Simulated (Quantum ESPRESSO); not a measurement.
# SiC (Moissanite 3C): phonons by linear response, part 3 of 3

Wanted: phonon bands, density of states and zone-centre response of SiC (Moissanite 3C).

Quantum ESPRESSO 7.5; DFT LDA, scalar-relativistic, plane waves, PseudoDojo norm-conserving pseudopotentials.

So far, highest frequency (cm⁻¹): step 7 (interpolated phonon bands) 974. The relaxed cell has a = 4.326 Å (conventional setting).

## 10. Sum rules set otherwise (asr no)

Without the rule the raw error of the acoustic modes shows.

dynmat.in

```
 &input
    fildyn='x.dyn1',
    asr='no',
    fileig='dynmat.eig',
    lperm=.true.,
 /
```

Launch:

```
> dynmat.x -in dynmat.in > dynmat.out
```

Numbers of over 12 decimals in the logs are rounded to 6 here.

The log of the run:

```text
[banner, memory and clock lines left out]
Program DYNMAT v.7.5

     Reading Dynamical Matrix from file x.dyn1
     ...Force constants read
     ...epsilon and Z* read
     A direction for q was not specified:TO-LO splitting will be absent

     Polarizability (A^3 units)
     multiply by 0.337877 for Clausius-Mossotti correction
         9.466018   -0.000000   -0.000000
         0.000000    9.466018   -0.000000
        -0.000000   -0.000000    9.466018

     IR activities are in (D/A)^2/amu units

# mode   [cm-1]    [THz]      IR
    1      0.66    0.0199    0.0000
    2      0.66    0.0199    0.0000
    3      0.66    0.0199    0.0000
    4    798.11   23.9268   20.3328
    5    798.11   23.9268   20.3328
    6    798.11   23.9268   20.3328

Electronic dielectric permittivity tensor (relative, adimensional)
         6.878982   -0.000000   -0.000000
         0.000000    6.878982   -0.000000
        -0.000000   -0.000000    6.878982

 ... with zone-center polar mode contributions
        10.243701    0.000000    0.000000
         0.000000   10.243701    0.000000
         0.000000    0.000000   10.243701
```

Elapsed: 0.72 s, on 1 thread of AMD EPYC 7R43, shared host.

Numbers from this step:

```yaml
largest_acoustic_frequency_at_the_zone_centre_before_the_sum_rule: 0.66 cm⁻¹
```

Zone-centre frequencies as printed; negative means imaginary. Modes:

```
mode  frequency (cm⁻¹)
   1              0.66
   2              0.66
   3              0.66
   4             798.1
   5             798.1
   6             798.1
```

Against the first rule no mode moves by more than 0.7 cm⁻¹.

## 11. Sum rules set otherwise: a sum rule for molecules or wires on a crystal

This rule also removes rotations, which suits molecules and not a crystal; it is tried to see the harm.

dynmat.in

```
 &input
    fildyn='x.dyn1',
    asr='zero-dim',
    fileig='dynmat.eig',
    lperm=.true.,
 /
```

Launch:

```
> dynmat.x -in dynmat.in > dynmat.out
```

The log of the run:

```text
[banner, memory and clock lines left out]
Program DYNMAT v.7.5

     Reading Dynamical Matrix from file x.dyn1
     ...Force constants read
     ...epsilon and Z* read
     Acoustic Sum Rule: || Z*(ASR) - Z*(orig)|| =    5.445328E+00
     Acoustic Sum Rule: ||dyn(ASR) - dyn(orig)||=    1.147216E+00
     A direction for q was not specified:TO-LO splitting will be absent

     Polarizability (A^3 units)
     multiply by 0.337877 for Clausius-Mossotti correction
         9.466018   -0.000000   -0.000000
         0.000000    9.466018   -0.000000
        -0.000000   -0.000000    9.466018

     IR activities are in (D/A)^2/amu units

# mode   [cm-1]    [THz]      IR
    1     -0.00   -0.0000    0.0000
    2     -0.00   -0.0000    0.0000
    3      0.00    0.0000    0.0000
    4      0.00    0.0000    0.0000
    5      0.00    0.0000    0.0000
    6    798.11   23.9268   20.3284

Electronic dielectric permittivity tensor (relative, adimensional)
         6.878982   -0.000000   -0.000000
         0.000000    6.878982   -0.000000
        -0.000000   -0.000000    6.878982

 ... with zone-center polar mode contributions
         8.000316   -1.121334   -1.121334
        -1.121334    8.000316    1.121334
        -1.121334    1.121334    8.000316
```

The job ended after 0.73 s (1 thread).

The program raised no error, yet the settings are not those of a careful run.

The fault: a sum rule for molecules or wires on a crystal; 2 optical modes are projected out to zero frequency, as if they were rotations, and the static dielectric tensor is spoilt.

For a crystal the rule has to be 'simple' or 'crystal'.

Zone-centre frequencies as printed; negative means imaginary. Modes:

```csv
mode,frequency (cm⁻¹)
1,0
2,0
3,0
4,0
5,0
6,798.1
```

## 12. Modes along a direction of q (1 0 0)

A longitudinal polar mode sets up a macroscopic field that stiffens it; the term hangs on the direction from which q goes to zero.

dynmat.in

```
 &input
    fildyn='x.dyn1',
    asr='simple',
    fileig='dynmat.eig',
    q(1)=1.0,
    q(2)=0.0,
    q(3)=0.0,
 /
```

Launch:

```
> dynmat.x -in dynmat.in > dynmat.out
```

The log of the run:

```text
[banner, memory and clock lines left out]
Program DYNMAT v.7.5

     Reading Dynamical Matrix from file x.dyn1
     ...Force constants read
     ...epsilon and Z* read

     Polarizability (A^3 units)
     multiply by 0.337877 for Clausius-Mossotti correction
         9.466018   -0.000000   -0.000000
         0.000000    9.466018   -0.000000
        -0.000000   -0.000000    9.466018

     IR activities are in (D/A)^2/amu units

# mode   [cm-1]    [THz]      IR
    1     -0.00   -0.0000    0.0000
    2      0.00    0.0000    0.0000
    3      0.00    0.0000    0.0000
    4    798.11   23.9267   20.3284
    5    798.11   23.9267   20.3284
    6    973.90   29.1968   20.3284
```

The job ended after 0.72 s (1 thread).

Numbers from this step:

```yaml
highest_mode_moved_by_the_lo_to_term: 973.9 cm⁻¹
```

Zone-centre frequencies as printed; negative means imaginary. Modes:

```
mode  frequency (cm⁻¹)
   1                 0
   2                 0
   3                 0
   4             798.1
   5             798.1
   6             973.9
```

The field moves one mode, from 798 to 974 cm⁻¹; the others stay.

## 13. The dispersion under another sum rule (asr all)

The sum rule corrects the force constants themselves, so it can shift branches at any wavevector, low ones most.

matdyn.in

```
 &input
    asr='all',
    flfrc='x.fc',
    flfrq='x.freq',
    flvec='x.modes',
    q_in_band_form=.true.,
    q_in_cryst_coord=.true.,
 /
8
  0.0000000   0.0000000   0.0000000   8  ! GAMMA
 -0.0000000   0.5000000   0.5000000   8  ! X
 -0.0000000   0.6250000   0.3750000   1  ! U
 -0.3750000   0.3750000  -0.0000000   8  ! K
  0.0000000   0.0000000   0.0000000   8  ! GAMMA
 -0.0000000   0.5000000  -0.0000000   8  ! L
 -0.2500000   0.5000000   0.2500000   8  ! W
 -0.0000000   0.5000000   0.5000000   1  ! X
```

Launch:

```
> matdyn.x -in matdyn.in > matdyn.out
```

The log of the run:

```text
[banner, memory and clock lines left out]
Program MATDYN v.7.5

 mass for atomic type   1 not given; uses mass from file x.fc
 mass for atomic type   2 not given; uses mass from file x.fc

     WARNING: To use asr = 'all' for infrared-active solids, i.e., solids with nonzero
     Born effective charge, one must set read_lr = .true. in the matdyn.x input. Also,
     the flfrc file must have been constructed with write_lr = .true. in the q2r.x input.
     If the system is infrared inactive and you have nonzero Born effective charge due to
     numerical noise, you can ignore this warning.

 Norm of the difference between old and new effective charges:    6.25e-17

 Huang before:    1   1   1   2,   residual stress:  -0.000000
 Huang before:    1   1   1   3,   residual stress:  -0.000000
 Huang before:    1   1   2   2,   residual stress:  -1e-16
 Huang before:    1   1   2   3,   residual stress:   0.000000
 Huang before:    1   1   3   3,   residual stress:   2e-16
 Huang before:    1   2   1   3,   residual stress:   0.000000
 Huang before:    1   2   2   2,   residual stress:  -0.000000
 Huang before:    1   2   2   3,   residual stress:   0.000000
 Huang before:    1   2   3   3,   residual stress:  -0.000000
 Huang before:    1   3   2   2,   residual stress:  -1e-16
 Huang before:    1   3   2   3,   residual stress:   0.000000
 Huang before:    1   3   3   3,   residual stress:   0.000000
 Huang before:    2   2   2   3,   residual stress:  -0.000000
 Huang before:    2   2   3   3,   residual stress:   4e-16
 Huang before:    2   3   3   3,   residual stress:   0.000000

 Norm of the difference between old and new force-constants:   4.84563e-07

   You are using asr="all", please consider citing C. Lin, S. Ponc\'e and N. Marzari, npj Comput Mater 8, 236 (2022).
```

Run time: 0.81 s. Hardware: 1 thread.

At the labelled points the branches move by no more than 0.1 cm⁻¹. The log warns that this rule wants the long-range part of the force constants stored apart (write_lr, read_lr) in a polar crystal, which was not done.

## 14. Results

```yaml
space_group_after_relaxation: F-43m
volume_per_atom: 10.1 Å³
gap_on_the_k_mesh: 1.31 eV
highest_optical_zone_centre_mode_no_lo_to_term: 798.1 cm⁻¹
highest_mode_moved_by_the_lo_to_term: 973.9 cm⁻¹
mean_high_frequency_dielectric_constant: 6.88
largest_born_charge_in_size_third_of_the_trace: 2.72 e
mean_static_dielectric_constant: 10.2
q_mesh: 4×4×4
lowest_mode_on_the_q_mesh_acoustic_ones_at_the_zone_centre_apart: 196.9 cm⁻¹
zero_point_energy_per_atom: 111.3 meV
heat_capacity_at_300_k: 13.4 J/(mol atoms K)
vibrational_entropy_at_300_k: 8.40 J/(mol atoms K)
imaginary_modes_on_the_q_mesh: none
```

**Reading.** SiC (Moissanite 3C) is dynamically stable on the 4×4×4 mesh; its spectrum reaches 974 cm⁻¹. At the LDA level the optical modes of SiC (Moissanite 3C) at the zone centre (no LO-TO term) lie at 798 cm⁻¹. Along the directions run, the highest mode that the macroscopic field moves lies at 974 cm⁻¹. Lattice motion raises the mean dielectric constant from 6.879 to 10.24. The Lyddane-Sachs-Teller relation holds: (ωLO/ωTO)² is 1.49 and ε₀/ε∞ is 1.49. These are harmonic frequencies at zero temperature: anharmonic shifts and linewidths and thermal expansion are left out.

Comparison with the measured values:

| quantity | measured | LDA PseudoDojo norm-conserving, Quantum ESPRESSO |
| --- | --- | --- |
| lattice constant a (Å) | 4.357 | 4.326 (-0.7 %) |
| band gap (gap on the k-mesh) (eV) | 2.4 | 1.31 (-1.09 eV) |
| ε∞ (mean of the tensor) | 6.49 | 6.88 (+6.0 %) |
| Raman mode, TO at Gamma (degenerate … (cm⁻¹) | 796 | 798 (+0.3 %) |
| infrared mode, TO at Gamma (cm⁻¹) | 797.5 | 798 (+0.1 %) |

Measured values from arxiv:1210.3244 (2012), pmc:7200658 (2020), arxiv:astro-ph/9903031 (1999), arxiv:cond-mat/0701342 (2007) and arxiv:0803.1210 (2008).

Verdict: The lattice constant a is off by -0.7 %: fair agreement. The band gap is off by -1.09 eV. Local and semilocal functionals usually give gaps below the measured ones. The computed gap is read on a k-mesh, which can miss the band edges. Zero-point and thermal motion shift the measured gap. The ε∞ is off by +6.0 %: good agreement. The Raman mode is off by +0.3 %: good agreement. The infrared mode is off by +0.1 %: good agreement. The grades are ours: good and fair within 0.7 and 1.5 % for the lattice constant a, 7 and 18 % for the ε∞, 3 and 7 % for the Raman mode and 3 and 7 % for the infrared mode. Zero-point motion and thermal expansion (measured at up to 300 K) are not in the computed lattice constants, Raman mode and infrared mode.

[Host names and launcher messages were left out of these logs when they were recorded.]

[Logs are printed without paths, hosts, clocks, repeated set-up lines and the standing remarks that a program may print on its own settings, such as how far it seeks lower states.]

[Hosts, paths, dates, database ids (printed as entryN), source tags and the programs' standing remarks are cut or masked in the printed files.]
